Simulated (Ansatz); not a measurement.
Consider CsNbF3 (cubic perovskite) (Pm-3m).

The structure was built from a prototype and need not be the compound's stable phase.

```
Cs Nb F
1.0
     0.00000   -4.42155    0.00000
     0.00000    0.00000    4.42155
    -4.42155    0.00000    0.00000
Cs Nb F
1 1 3
Direct
  0.00000 0.00000 0.00000
  0.50000 0.50000 0.50000
  0.50000 0.50000 0.00000
  0.50000 0.00000 0.50000
  0.00000 0.50000 0.50000
```

The structure was relaxed with PBE. The structure type comes from a generator and need not be one that this composition takes. The structure was generated from a model, not taken from a measurement. The runs that relaxed it are not among those shown. The program's search for lower electronic states was switched off, so nothing shows that the state found is the lowest. Spin-orbit coupling is left out unless a run names it. PAW set soft_2, made with PBE.

A constrained-RPA run (Ansatz 0.2.0; non-magnetic PBE; Nb t2g + anion p, bands v11 to c1, 4×4×4 mesh, medium accuracy) builds 12 functions on bands 10 eV wide, with 21.0 electrons in the window. The bare on-site interaction is 12.5 eV and the bare J 0.52 eV.

Q: What U and J survive the screening?

On the Nb t2g shell, U = 4.84 eV (39 % of the bare value), U′ = 4.09 eV, J = 0.37 eV.

The parent state is non-magnetic and the interaction static (zero frequency); U depends on the window and the orbitals, so it belongs to this model alone. A window that holds the anion p bands defines a model with explicit ligands; its U belongs to that model and is not the U of DFT+U.

[Paths, hosts, dates, memory and timing lines, banners, echoed tables and standing remarks are left out of the program output.]

[Logs are printed without paths, hosts, clocks, repeated set-up lines and the standing remarks that a program may print on its own settings, such as how far it seeks lower states.]

[Runs of the session that timed out or met a known fault of the program may be left out.]

[Hosts, paths, dates, database ids (printed as entryN), source tags and the programs' standing remarks are cut or masked in the printed files.]
